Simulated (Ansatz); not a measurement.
**NaVS3 (model cell, started as cubic perovskite with V in the octahedra): from the cell to its phonons**

Aim: the vibrations of NaVS3 (model cell, started as cubic perovskite with V in the octahedra), their spectra, and whether the structure is stable.

Main program and level: Ansatz 0.2.0; DFT PBEsol, scalar-relativistic, plane waves, PAW; PAW set soft_1.

The structure was built from a prototype and need not be the compound's stable phase.

## (1) Set-up

The structure is cubic, space group Pm-3m (No. 221). Conventional cell: a = 4.665 Å, b = 4.665 Å, c = 4.665 Å, α = 90.00°, β = 90.00°, γ = 90.00°. Nearest to Na lie 12 S at 3.30 Å. Nearest to V lie 6 S at 2.33 Å. Nearest to S lie 2 V at 2.33 Å and 4 Na at 3.30 Å. Farther neighbours and most contacts between anions are not listed.

## (2) Bringing the structure to rest

The cell and atoms are relaxed, since residual forces and stress would shift the frequencies.

input.yaml reads:

```yaml
crystal:
  lattice:
    - [4.6648, 0.0, 0.0]
    - [0.0, 4.6648, 0.0]
    - [0.0, 0.0, 4.6648]
  atoms:
    - { symbol: Na, position: [0.0, 0.0, 0.0] }
    - { symbol: V, position: [0.5, 0.5, 0.5] }
    - { symbol: S, position: [0.5, 0.5, 0.0] }
    - { symbol: S, position: [0.5, 0.0, 0.5] }
    - { symbol: S, position: [0.0, 0.5, 0.5] }
kpoints:
  mp_grid: { grid: [8, 8, 8] }
hamiltonian:
  xc: pbesol
  pseudopotentials: { kind: paw, azcp: { folder: soft_1 }, xc_functional: pbe }
scf:
  occupations: { method: gaussian, width: 0.1 }
output:
  forces: true
  stress: true
  eigenvalues: true
  write_density: true
  write_potential: true
  elf: true
  volumetric_format: npy
relax:
  adjacent_minimum: "off"
  f_tol: 0.005
  max_steps: 80
  cell: { stress_tol: 0.05 }
```

Started as:

```bash
> ansatz run input.yaml --threads 8 --pin off --max-ram 16384MiB --backend cpu --events-out ev --progress --plain --runs-dir out
```

Numbers of over 12 decimals in the logs are rounded to 6 here.

What it wrote:

```text
Engine: ansatz 0.2.0, aarch64-unknown-linux-gnu
Pseudopotentials: kind: paw
Pseudopotential: Na, paw, valence charge 9, recommended cutoff 420 eV (normal), soft_1/Na.paw.azcp
Pseudopotential: V, paw, valence charge 13, recommended cutoff 420 eV (normal), soft_1/V.paw.azcp
Pseudopotential: S, paw, valence charge 6, recommended cutoff 420 eV (normal), soft_1/S.paw.azcp
Functional definition: PBEsol
  exchange = pbesol_x
  correlation = pbesol_c
Crystal: 5 atoms, lattice volume = 101.508 Å³
Basis set: ecut = 420 eV, 1935 PW (Γ), exchange–correlation on 64×64×64 points (8 copies of the dense FFT grid, shifted against one another)
Bands: 25, of which v1, the nominal top of the filled ones, is band 20 counted from 1 (19 counted from 0)
Symmetry: 48 space group operations
Space group: Pm-3m (ITA 221), of the structure as read, at distance tolerance 4.7e-5 Å
k-points: 35 of 512
Non-local potential: Na, projectors of the file, l = 0: 3, l = 1: 2, l = 2: 1
Non-local potential: V, projectors of the file, l = 0: 3, l = 1: 2, l = 2: 3, l = 3: 1
Non-local potential: S, projectors of the file, l = 0: 2, l = 1: 2, l = 2: 1
PAW form: soft (Blöchl's): semilocal exchange-correlation on the pseudo side does not see the compensation charge
PAW frozen core: Na, regenerated for the run's functional, and the local potential with it (the file was generated under x = pbe(κ = 0.804, μ = 0.219515), c = pbe(β = 0.066725))
PAW frozen core: V, regenerated for the run's functional, and the local potential with it (the file was generated under x = pbe(κ = 0.804, μ = 0.219515), c = pbe(β = 0.066725))
PAW frozen core: S, regenerated for the run's functional, and the local potential with it (the file was generated under x = pbe(κ = 0.804, μ = 0.219515), c = pbe(β = 0.066725))
PAW one-centre angular grid: Na, 110 points (default); XC on 64 Gauss nodes
PAW one-centre angular grid: V, 590 points (default); XC on 64 Gauss nodes
PAW one-centre angular grid: S, 110 points (default); XC on 64 Gauss nodes
Initial density: superposition of atomic densities (chi_scale 0.1, normalization cell, long waves kept (reshape's long-wave potential 0.00 eV rms))
Initial wavefunctions: pseudopotential atomic-orbital guess
Functional: x = pbesol(κ = 0.804, μ = 0.123457), c = pbesol(β = 0.046)
SCF iter   1: F=—  HF=-7020.340262 eV  |F-HF|=—  |Δ(HF+E_count)|=         —  Δρ=9.14e-2  dr2=1.39e1  ethr=3.10e-3  ⟨swp⟩=7.2  Hψ=9680  notcnv=0  defer=8
automatic band count: the SCF goes on with 30 bands, as 25 were too few: the levels above may hold too much charge
preconditioner: auto → Kerker (q_TF=auto, 2.336 Å⁻¹)  [metal: Δε(μ)=0.028 eV  Ē_g=9.055 eV  σ=0.100 eV  W_gap=0.15  n_scr=26 (ndim 8)  ℏωp=18.1 eV  f_vac=0.000  D(μ)=4.19/eV (n_scr^D=32)]
SCF iter   2: F=—  HF=-7019.461364 eV  |F-HF|=—  |Δ(HF+E_count)|=   8.79e-1  Δρ=4.82e-2  dr2=4.32e0  ethr=3.10e-3  ⟨swp⟩=2.0  Hψ=1916  notcnv=0  defer=111
SCF iter   3: F=—  HF=-7019.072180 eV  |F-HF|=—  |Δ(HF+E_count)|=   3.89e-1  Δρ=1.11e-2  dr2=2.33e-1  ethr=3.10e-3  ⟨swp⟩=2.1  Hψ=1245  notcnv=0  defer=111
SCF iter   4: F=—  HF=-7019.064525 eV  |F-HF|=—  |Δ(HF+E_count)|=   7.66e-3  Δρ=3.07e-3  dr2=6.99e-3  ethr=5.82e-4  ⟨swp⟩=1.5  Hψ=1356  notcnv=0  defer=130
SCF iter   5: F=—  HF=-7019.066426 eV  |F-HF|=—  |Δ(HF+E_count)|=   1.90e-3  Δρ=7.69e-4  dr2=1.10e-3  ethr=1.75e-5  ⟨swp⟩=2.0  Hψ=1244  notcnv=0  defer=130
SCF iter   6: F=—  HF=-7019.066616 eV  |F-HF|=—  |Δ(HF+E_count)|=   1.90e-4  Δρ=4.33e-4  dr2=2.85e-4  ethr=2.75e-6  ⟨swp⟩=1.3  Hψ=982  notcnv=0  defer=130
SCF iter   7: F=—  HF=-7019.066631 eV  |F-HF|=—  |Δ(HF+E_count)|=   1.43e-5  Δρ=1.47e-4  dr2=3.61e-5  ethr=7.11e-7  ⟨swp⟩=2.4  Hψ=1330  notcnv=0  defer=130
SCF iter   8: F=—  HF=-7019.066701 eV  |F-HF|=—  |Δ(HF+E_count)|=   7.02e-5  Δρ=3.72e-5  dr2=3.93e-6  ethr=9.02e-8  ⟨swp⟩=2.3  Hψ=1450  notcnv=0  defer=130
SCF iter   9: F=—  HF=-7019.066699 eV  |F-HF|=—  |Δ(HF+E_count)|=   1.43e-6  Δρ=2.36e-5  dr2=9.36e-7  ethr=9.82e-9  ⟨swp⟩=2.6  Hψ=1500  notcnv=0  defer=130
SCF iter  10: F=-7019.066699 eV  HF=-7019.066699 eV  |F-HF|=7.67e-8  |Δ(HF+E_count)|=   1.05e-7  Δρ=7.79e-6  dr2=9.46e-8  ethr=2.50e-10  ⟨swp⟩=15.9  Hψ=8665  notcnv=0
SCF 1 converged in 10 iterations: F = -7019.066699 eV  dr2 = 9.46e-8
  greatest PAW one-centre occupation: 1.000 electrons in one spin orbital (limit 2), on the V atom at site 1 (counted from 0), in its partial waves of l = 0
relax step   1: F+E_penalty+E_count = -7019.06669913 eV  Δ(F+E_penalty+E_count) = +0.000e0 eV  max|allowed force component| = 4.938e-29 eV/Å  Δτ_max = 0.0000 Å  P = -4.442 GPa  Ω = 101.508 Å³  (10 SCF iters, dr2 threshold 1.00e-7 eV, accepted)
Crystal: 5 atoms, lattice volume = 96.839 Å³
Basis set: ecut = 420 eV, 1863 PW (Γ), exchange–correlation on 64×64×64 points (8 copies of the dense FFT grid, shifted against one another)
Bands: 30, of which v1, the nominal top of the filled ones, is band 20 counted from 1 (19 counted from 0)
Initial density: handed on by an earlier stage of this run
Initial wavefunctions: those handed on with the density
iter 1 solved again at ethr=3.56e-4 eV; its pass at ethr=3.10e-3 eV (dr2=1.42e-1 eV) is discarded
SCF iter   1: F=—  HF=-7019.164454 eV  |F-HF|=—  |Δ(HF+E_count)|=         —  Δρ=8.95e-3  dr2=1.42e-1  ethr=3.56e-4  ⟨swp⟩=1.5  Hψ=5945  notcnv=0
preconditioner: auto → Kerker (q_TF=auto, 2.354 Å⁻¹)  [metal: Δε(μ)=0.068 eV  Ē_g=9.471 eV  σ=0.100 eV  W_gap=0.37  n_scr=18 (ndim 8)  ℏωp=18.5 eV  f_vac=0.000  D(μ)=3.82/eV (n_scr^D=26)]
SCF iter   2: F=—  HF=-7019.156056 eV  |F-HF|=—  |Δ(HF+E_count)|=   8.40e-3  Δρ=4.62e-3  dr2=4.21e-2  ethr=3.55e-4  ⟨swp⟩=1.0  Hψ=1050  notcnv=0
SCF iter   3: F=—  HF=-7019.152424 eV  |F-HF|=—  |Δ(HF+E_count)|=   3.63e-3  Δρ=5.73e-4  dr2=3.03e-4  ethr=1.05e-4  ⟨swp⟩=1.0  Hψ=1050  notcnv=0
SCF iter   4: F=—  HF=-7019.152537 eV  |F-HF|=—  |Δ(HF+E_count)|=   1.13e-4  Δρ=2.18e-4  dr2=6.47e-5  ethr=7.56e-7  ⟨swp⟩=2.6  Hψ=1647  notcnv=0
SCF iter   5: F=—  HF=-7019.152540 eV  |F-HF|=—  |Δ(HF+E_count)|=   3.01e-6  Δρ=9.40e-5  dr2=1.69e-5  ethr=1.62e-7  ⟨swp⟩=2.3  Hψ=1405  notcnv=0
SCF iter   6: F=—  HF=-7019.152537 eV  |F-HF|=—  |Δ(HF+E_count)|=   2.61e-6  Δρ=3.48e-5  dr2=2.83e-6  ethr=4.22e-8  ⟨swp⟩=2.6  Hψ=1598  notcnv=0
SCF iter   7: F=—  HF=-7019.152536 eV  |F-HF|=—  |Δ(HF+E_count)|=   1.04e-6  Δρ=1.98e-5  dr2=6.26e-7  ethr=1.25e-9  ⟨swp⟩=13.8  Hψ=8214  notcnv=0
SCF iter   8: F=-7019.152536 eV  HF=-7019.152536 eV  |F-HF|=4.92e-8  |Δ(HF+E_count)|=   1.10e-7  Δρ=6.69e-6  dr2=7.86e-8  ethr=1.25e-9  ⟨swp⟩=9.9  Hψ=6222  notcnv=0
SCF 2 converged in 8 iterations: F = -7019.152536 eV  dr2 = 7.86e-8
relax step   2: F+E_penalty+E_count = -7019.15253626 eV  Δ(F+E_penalty+E_count) = -8.584e-2 eV  max|allowed force component| = 3.190e-29 eV/Å  Δτ_max = 0.0000 Å  P = -1.224 GPa  Ω = 96.839 Å³  energy of the carried Pulay correction = +1.255e-3 eV  (8 SCF iters, dr2 threshold 5.00e-7 eV, accepted)
Crystal: 5 atoms, lattice volume = 95.174 Å³
iter 1 solved again at ethr=5.50e-5 eV; its pass at ethr=3.10e-3 eV (dr2=2.20e-2 eV) is discarded
SCF iter   1: F=—  HF=-7019.160570 eV  |F-HF|=—  |Δ(HF+E_count)|=         —  Δρ=3.61e-3  dr2=2.25e-2  ethr=5.50e-5  ⟨swp⟩=1.3  Hψ=5237  notcnv=0
preconditioner: auto → Kerker (q_TF=auto, 2.361 Å⁻¹)  [metal: Δε(μ)=0.031 eV  Ē_g=9.565 eV  σ=0.100 eV  W_gap=0.17  n_scr=18 (ndim 8)  ℏωp=18.6 eV  f_vac=0.000  D(μ)=4.50/eV (n_scr^D=32)]
SCF iter   2: F=—  HF=-7019.159288 eV  |F-HF|=—  |Δ(HF+E_count)|=   1.28e-3  Δρ=1.87e-3  dr2=6.70e-3  ethr=5.50e-5  ⟨swp⟩=1.0  Hψ=1050  notcnv=0
SCF iter   3: F=—  HF=-7019.158717 eV  |F-HF|=—  |Δ(HF+E_count)|=   5.71e-4  Δρ=2.08e-4  dr2=5.11e-5  ethr=1.67e-5  ⟨swp⟩=1.0  Hψ=1050  notcnv=0
SCF iter   4: F=—  HF=-7019.158734 eV  |F-HF|=—  |Δ(HF+E_count)|=   1.72e-5  Δρ=1.02e-4  dr2=1.23e-5  ethr=1.28e-7  ⟨swp⟩=2.3  Hψ=1543  notcnv=0
SCF iter   5: F=—  HF=-7019.158735 eV  |F-HF|=—  |Δ(HF+E_count)|=   2.33e-7  Δρ=3.89e-5  dr2=2.78e-6  ethr=3.08e-8  ⟨swp⟩=2.0  Hψ=1302  notcnv=0
SCF iter   6: F=—  HF=-7019.158734 eV  |F-HF|=—  |Δ(HF+E_count)|=   5.05e-7  Δρ=1.62e-5  dr2=5.19e-7  ethr=6.94e-9  ⟨swp⟩=2.2  Hψ=1466  notcnv=0
SCF iter   7: F=-7019.158734 eV  HF=-7019.158734 eV  |F-HF|=4.97e-8  |Δ(HF+E_count)|=   1.98e-7  Δρ=7.49e-6  dr2=9.36e-8  ethr=1.25e-9  ⟨swp⟩=12.0  Hψ=7585  notcnv=0
SCF 3 converged in 7 iterations: F = -7019.158734 eV  dr2 = 9.36e-8
relax step   3: F+E_penalty+E_count = -7019.15873382 eV  Δ(F+E_penalty+E_count) = -6.198e-3 eV  max|allowed force component| = 2.106e-29 eV/Å  Δτ_max = 0.0000 Å  P = +0.141 GPa  Ω = 95.174 Å³  energy of the carried Pulay correction = +1.716e-3 eV  (7 SCF iters, dr2 threshold 5.00e-7 eV, accepted)
[...]
relax step   4: F+E_penalty+E_count = -7019.15876035 eV  Δ(F+E_penalty+E_count) = -2.653e-5 eV  max|allowed force component| = 2.555e-29 eV/Å  Δτ_max = 0.0000 Å  P = +0.001 GPa  Ω = 95.338 Å³  energy of the carried Pulay correction = +1.671e-3 eV  (6 SCF iters, dr2 threshold 4.97e-8 eV, accepted)
Initial wavefunctions: pseudopotential atomic-orbital guess (no wavefunctions were taken with the density)
iter 1 solved again at ethr=1.48e-6 eV; its pass at ethr=3.10e-3 eV (dr2=5.92e-4 eV) is discarded
SCF iter   1: F=—  HF=-7019.157141 eV  |F-HF|=—  |Δ(HF+E_count)|=         —  Δρ=6.81e-5  dr2=4.77e-7  ethr=1.48e-6  ⟨swp⟩=3.0  Hψ=8160  notcnv=0
eigensolver tolerance schedule: the retry pair's looser diagonalisation over-reported the residual by 1240.83 of it (diagonalisation noise at 1.46 of the residual, at the tolerance the schedule requests for it); recorded, not acted on — ethr = c·dr2/N_el stays at c = 1.0e-1
preconditioner: auto → Kerker (q_TF=auto, 2.361 Å⁻¹)  [metal: Δε(μ)=0.004 eV  Ē_g=9.561 eV  σ=0.100 eV  W_gap=0.02  n_scr=18 (ndim 8)  ℏωp=18.6 eV  f_vac=0.000  D(μ)=5.00/eV (n_scr^D=56)]
SCF iter   2: F=—  HF=-7019.157151 eV  |F-HF|=—  |Δ(HF+E_count)|=   9.92e-6  Δρ=3.66e-5  dr2=1.82e-7  ethr=1.19e-9  ⟨swp⟩=2.9  Hψ=1927  notcnv=0
SCF iter   3: F=—  HF=-7019.157151 eV  |F-HF|=—  |Δ(HF+E_count)|=   5.48e-7  Δρ=3.34e-6  dr2=7.76e-9  ethr=4.54e-10  ⟨swp⟩=2.0  Hψ=1667  notcnv=0
SCF iter   4: F=—  HF=-7019.157151 eV  |F-HF|=—  |Δ(HF+E_count)|=   2.16e-9  Δρ=1.91e-6  dr2=5.19e-9  ethr=1.94e-11  ⟨swp⟩=2.8  Hψ=1499  notcnv=0
SCF iter   5: F=—  HF=-7019.157151 eV  |F-HF|=—  |Δ(HF+E_count)|=  2.40e-10  Δρ=5.28e-7  dr2=4.68e-10  ethr=1.30e-11  ⟨swp⟩=1.0  Hψ=1050  notcnv=0
SCF iter   6: F=—  HF=-7019.157151 eV  |F-HF|=—  |Δ(HF+E_count)|=  1.16e-10  Δρ=2.34e-7  dr2=1.42e-10  ethr=1.17e-12  ⟨swp⟩=2.1  Hψ=1343  notcnv=0
SCF iter   7: F=-7019.157151 eV  HF=-7019.157151 eV  |F-HF|=3.37e-11  |Δ(HF+E_count)|=  3.46e-11  Δρ=1.50e-7  dr2=3.85e-11  ethr=1.00e-12  ⟨swp⟩=7.7  Hψ=4748  notcnv=0
SCF 5 converged in 7 iterations: F = -7019.157151 eV  dr2 = 3.85e-11
relax step   5: F+E_penalty+E_count = -7019.15715131 eV  Δ(F+E_penalty+E_count) = +1.609e-3 eV  max|allowed force component| = 4.461e-29 eV/Å  Δτ_max = 0.0000 Å  P = -0.001 GPa  Ω = 95.338 Å³  stress off target by 6.93e-4 GPa  SCF on the basis re-selected at this cell (its energy is not comparable with the rows above)  (7 SCF iters)
basis re-selected at this cell: Δ(F+E_penalty+E_count) = +1.609e-3 eV, ΔP = -0.002 GPa vs the last step (what re-selecting the basis moved, of the pressure what is left beyond the Pulay correction that the steps carried, after the strain that the cell walked since its last selection, with what the two solves' SCF thresholds leave and, on support functions, any second-order correction that the steps lacked; it is no m [...]
SCF converged after 7 iterations
Free energy (F): -7019.157151 eV
Harris-Foulkes:  -7019.157151 eV  (|F-HF|=3.37e-11)
Internal energy: -7019.132143 eV  (E = F + TS)
E sigma→0 (E₀):  -7019.144647 eV
Entropy (-TS):   -0.025009 eV (-5.002 meV/atom)
Fermi energy:    6.791590 eV
--- Per-component energies (eV) ---
  E_band       = -464.594335
  E_kinetic    = 726.197724
  E_local      = -3469.264326  (includes V_loc(G=0)·N_el)
  E_nonlocal   = 463.853846
  E_hartree    = 1296.049706
  E_xc         = -414.783731
  E_vxc        = -440.068206  (∫ρ·V_xc dr)
  E_paw        = -3158.443305  (= ΣΔE_a)
  E_vpaw       = -337.413922  (= ΣTr[D̂ρ^β])
  E_aug_tail   = 0.000968  (compensation charges beyond the density's cutoff)
  E_ewald      = -2463.133246
  E_core_change = 0.390221  (= ΣΔE_core)
  E_smearing   = -0.025009  (= −TS)
  E_closure    = -0.000000  (closes the sum)
  Σ components = -7019.157151   (vs F -7019.157151, Δ=0.00e0)
--- Forces (eV/Å), atoms counted from 1 ---
  atom   1  Na    -0.00000000    -0.00000000    -0.00000000
  atom   2  V      0.00000000    -0.00000000     0.00000000
  atom   3  S      0.00000000     0.00000000     0.00000000
  atom   4  S     -0.00000000    -0.00000000     0.00000000
  atom   5  S      0.00000000     0.00000000    -0.00000000
  max |Σ_I F_I| component: 6.09e-29 eV/Å
--- Stress (GPa, compression-positive) ---
       -0.000693      -0.000000       0.000000
       -0.000000      -0.000693      -0.000000
        0.000000      -0.000000      -0.000693
  P = ⅓ Tr σ = -0.0007 GPa (-0.007 kbar)
--- Band table (eV; the first three rows and the last of 35) ---
  k-point 0: bands = [... 16 lower, 5.5763, 5.8135, 5.8135, 5.8135, 6.4677, 6.4677, 6.4677, 7.3011, ... 6 higher]
  k-point 1: bands = [... 16 lower, 5.4639, 5.7837, 5.8194, 6.0727, 6.0727, 6.7762, 6.7762, 7.3091, ... 6 higher]
  k-point 2: bands = [... 16 lower, 4.8642, 5.2163, 5.8338, 6.1455, 6.1455, 7.3238, 7.3564, 7.3564, ... 6 higher]
  k-point 34: bands = [... 16 lower, 2.4736, 7.2292, 7.2292, 7.2292, 7.8762, 7.8762, 7.8762, 9.4197, ... 6 higher]
--- Relaxed structure (4 steps of the walk, 4 accepted, 1 SCFs on fresh bases) ---
  F+E_penalty+E_count = -7019.15715131 eV   max|allowed force component| = 4.461e-29 eV/Å   (the final SCF, on the basis selected at the relaxed cell)
  cell:  # Å, volume = 95.3377 Å³
    - [4.568303, 0, 0]
    - [0, 4.568303, 0]
    - [0, 0, 4.568303]
  atoms:
    - { symbol: Na, position: [0, 0, 0] }
    - { symbol: V, position: [0.5, 0.5, 0.5] }
    - { symbol: S, position: [0.5, 0.5, 0] }
    - { symbol: S, position: [0.5, 0, 0.5] }
    - { symbol: S, position: [0, 0.5, 0.5] }
```

Run time: 4.3 s. Hardware: 8 threads of Arm Neoverse V2, shared host; peak memory 0.53 GiB; 29 s of CPU time.

Step by step:

```tsv
step	energy less that of the first step (eV)	largest force component (eV/Å)	pressure (GPa)	volume (Å³)
1	0.0000	0.0000	-4.44	101.51
2	-0.0858	0.0000	-1.22	96.84
3	-0.0920	0.0000	0.14	95.17
4	-0.0921	0.0000	0.00	95.34
5*	-0.0905	0.0000	0.00	95.34
```

Relaxation steps marked * repeat the geometry before them on a plane-wave basis chosen anew for their cell, so energy and pressure can jump there.

The run keeps the 48 symmetry operations that it works with, so distortions that break them were not tested.

```tsv
conventional cell, symmetrised	before	after	change
a (Å)	4.665	4.568	-2.1 %
b (Å)	4.665	4.568	-2.1 %
c (Å)	4.665	4.568	-2.1 %
volume (Å³/atom)	20.30	19.07	-6.1 %
```

Final coordinates:

```xyz
5
Lattice="4.5683 0.0000 0.0000 0.0000 4.5683 0.0000 0.0000 0.0000 4.5683" Properties=species:S:1:pos:R:3 pbc="T T T"
Na    0.0000    0.0000    0.0000
V     2.2842    2.2842    2.2842
S     2.2842    2.2842    0.0000
S     2.2842    0.0000    2.2842
S     0.0000    2.2842    2.2842
```

This step gave:

| Quantity | Value |
| --- | --- |
| pressure | -6.93e-4 GPa |
| volume per atom | 19.07 Å³ |
| gap on the k-mesh | 0 eV |

ELF in the ac plane at fractional y = 0.500, with atoms of V and S within 0.2 Å of it. It is the smooth field of the valence electrons, not physical close to the nuclei.

Ten even steps from '_' (0.02) to '@' (0.83), each cell a mean:
```
____::##@@@@--..**@@@@++..__
......==%%@@%%%%@@@@##::....
++==::::++%%@@@@@@##==..::++
@@%%**--::::------::::==##@@
@@@@@@++..::====--..::##@@@@
==##@@**::==##%%##----@@@@**
__==@@##--**%%%%%%==--@@%%..
..++@@**::++%%%%##==--@@%%--
%%@@@@**::--++**==::::%%@@@@
@@@@##--::::::--::..::++%%@@
##**--::--****##**++--::==##
::....--##@@@@@@@@@@**::..::
____..**@@@@++==##@@%%==..__
____::##@@%%..__==@@@@++..__
```
Columns run along a (4.6 Å), rows up along c (4.6 Å). Atoms in or near the plane, at fractional coordinates: V at (0.50, 0.50), S at (0.50, 0.00), S at (0.00, 0.50).

Electrostatic potential energy in the ac plane at fractional y = 0.500, with atoms of V and S within 0.2 Å of it. With pseudopotentials it is smooth inside the atoms' cores, unlike the true potential.

Ten even steps from '0' (-35 eV) to '9' (11 eV), each cell a mean:
```
99997200048999
99998521379999
99999866789999
88999876789998
35888522378874
00586200037730
20375000026610
00475100027620
13787410258852
77998755689987
99999877889999
99999743589999
99997300058999
99997102038999
```
Columns run along a (4.6 Å; values clipped at the 3rd and 97th percentile), rows up along c (4.6 Å). Atoms in or near the plane, at fractional coordinates: V at (0.50, 0.50), S at (0.50, 0.00), S at (0.00, 0.50).

Valence density in the ac plane at fractional y = 0.500, with atoms of V and S within 0.2 Å of it. It is the smooth field of the valence electrons, not physical close to the nuclei.

Ten steps, logarithmic in the rise over the least value, from '_' (0 e/Å³) to '@' (14 e/Å³), each cell a mean:
```
______..--====--====::..____
______..::========--::..____
........::----==--::........
::::::....::----::::....::::
==----::::--++++==::::::--==
======----++%%%%##==::--====
::====--==##@@@@%%++--====--
--====----**%%@@%%++----====
====--::::==**##++--::--====
----::....::--==--::..::::--
..........::------::........
______..::--======--::..____
______..--========--::..____
______..--==--::====::..____
```
Columns run along a (4.6 Å), rows up along c (4.6 Å). Atoms in or near the plane, at fractional coordinates: V at (0.50, 0.50), S at (0.50, 0.00), S at (0.00, 0.50).

In this step the volume went from 20.30 to 19.07 Å³/atom.

## (3) Relaxing to small forces for the phonons

Phonons need a cell at rest on their own settings, so the relaxation is repeated with tight tolerances on forces and stress, using the mesh and the filling of the phonon run that follows.

input.yaml, the sections that differ from step 2:

```yaml
crystal:
  lattice:
    - [4.5683033595, 0.0, 0.0]
    - [0.0, 4.5683033595, 0.0]
    - [0.0, 0.0, 4.5683033595]
  atoms:
    - { symbol: Na, position: [0.0, 0.0, 0.0] }
    - { symbol: V, position: [0.5, 0.5, 0.5] }
    - { symbol: S, position: [0.5, 0.5, 0.0] }
    - { symbol: S, position: [0.5, 0.0, 0.5] }
    - { symbol: S, position: [0.0, 0.5, 0.5] }
scf:
  occupations: { method: methfessel_paxton, width: 0.2 }
output:
  forces: true
  stress: true
  eigenvalues: true
relax:
  adjacent_minimum: "off"
  f_tol: 0.001
  max_steps: 60
  cell: { stress_tol: 0.01 }
# kpoints, hamiltonian: as in step 2
```

What it wrote:

```text
[...]
Crystal: 5 atoms, lattice volume = 95.338 Å³
Basis set: ecut = 420 eV, 1863 PW (Γ), exchange–correlation on 64×64×64 points (8 copies of the dense FFT grid, shifted against one another)
Bands: 25, of which v1, the nominal top of the filled ones, is band 20 counted from 1 (19 counted from 0)
Symmetry: 48 space group operations
[...]
k-points: 35 of 512
[...]
--- Relaxed structure (1 steps of the walk, 1 accepted, 1 SCFs on fresh bases) ---
[...]
cell:  # Å, volume = 95.3377 Å³
    - [4.5683033595, 0.0, 0.0]
    - [0.0, 4.5683033595, 0.0]
    - [0.0, 0.0, 4.5683033595]
  atoms:
    - { symbol: Na, position: [0.0, 0.0, 0.0] }
    - { symbol: V, position: [0.5, 0.5, 0.5] }
    - { symbol: S, position: [0.5, 0.5, 0.0] }
    - { symbol: S, position: [0.5, 0.0, 0.5] }
    - { symbol: S, position: [0.0, 0.5, 0.5] }
[key lines of the parts left out:]
SCF converged after 6 iterations
Free energy (F): -7019.152650 eV
Fermi energy:    6.797362 eV
P = ⅓ Tr σ = 0.0053 GPa (0.053 kbar)
```

Elapsed: 1.8 s, on 8 threads; peak memory 0.51 GiB.

Little changed from the start: no atom moved by 0.005 Å and no cell edge by 0.1 %.

Numbers from this step:

```yaml
pressure: 0.005335 GPa
```

The forces vanish by symmetry and the pressure is 0.005 GPa, within the tolerances set. The cell now holds 19.07 Å³/atom.

(Continued in part 2 of 2.)

[Logs are printed without paths, hosts, clocks, repeated set-up lines and the standing remarks that a program may print on its own settings, such as how far it seeks lower states.]

[Hosts, paths, dates, database ids (printed as entryN), source tags and the programs' standing remarks are cut or masked in the printed files.]
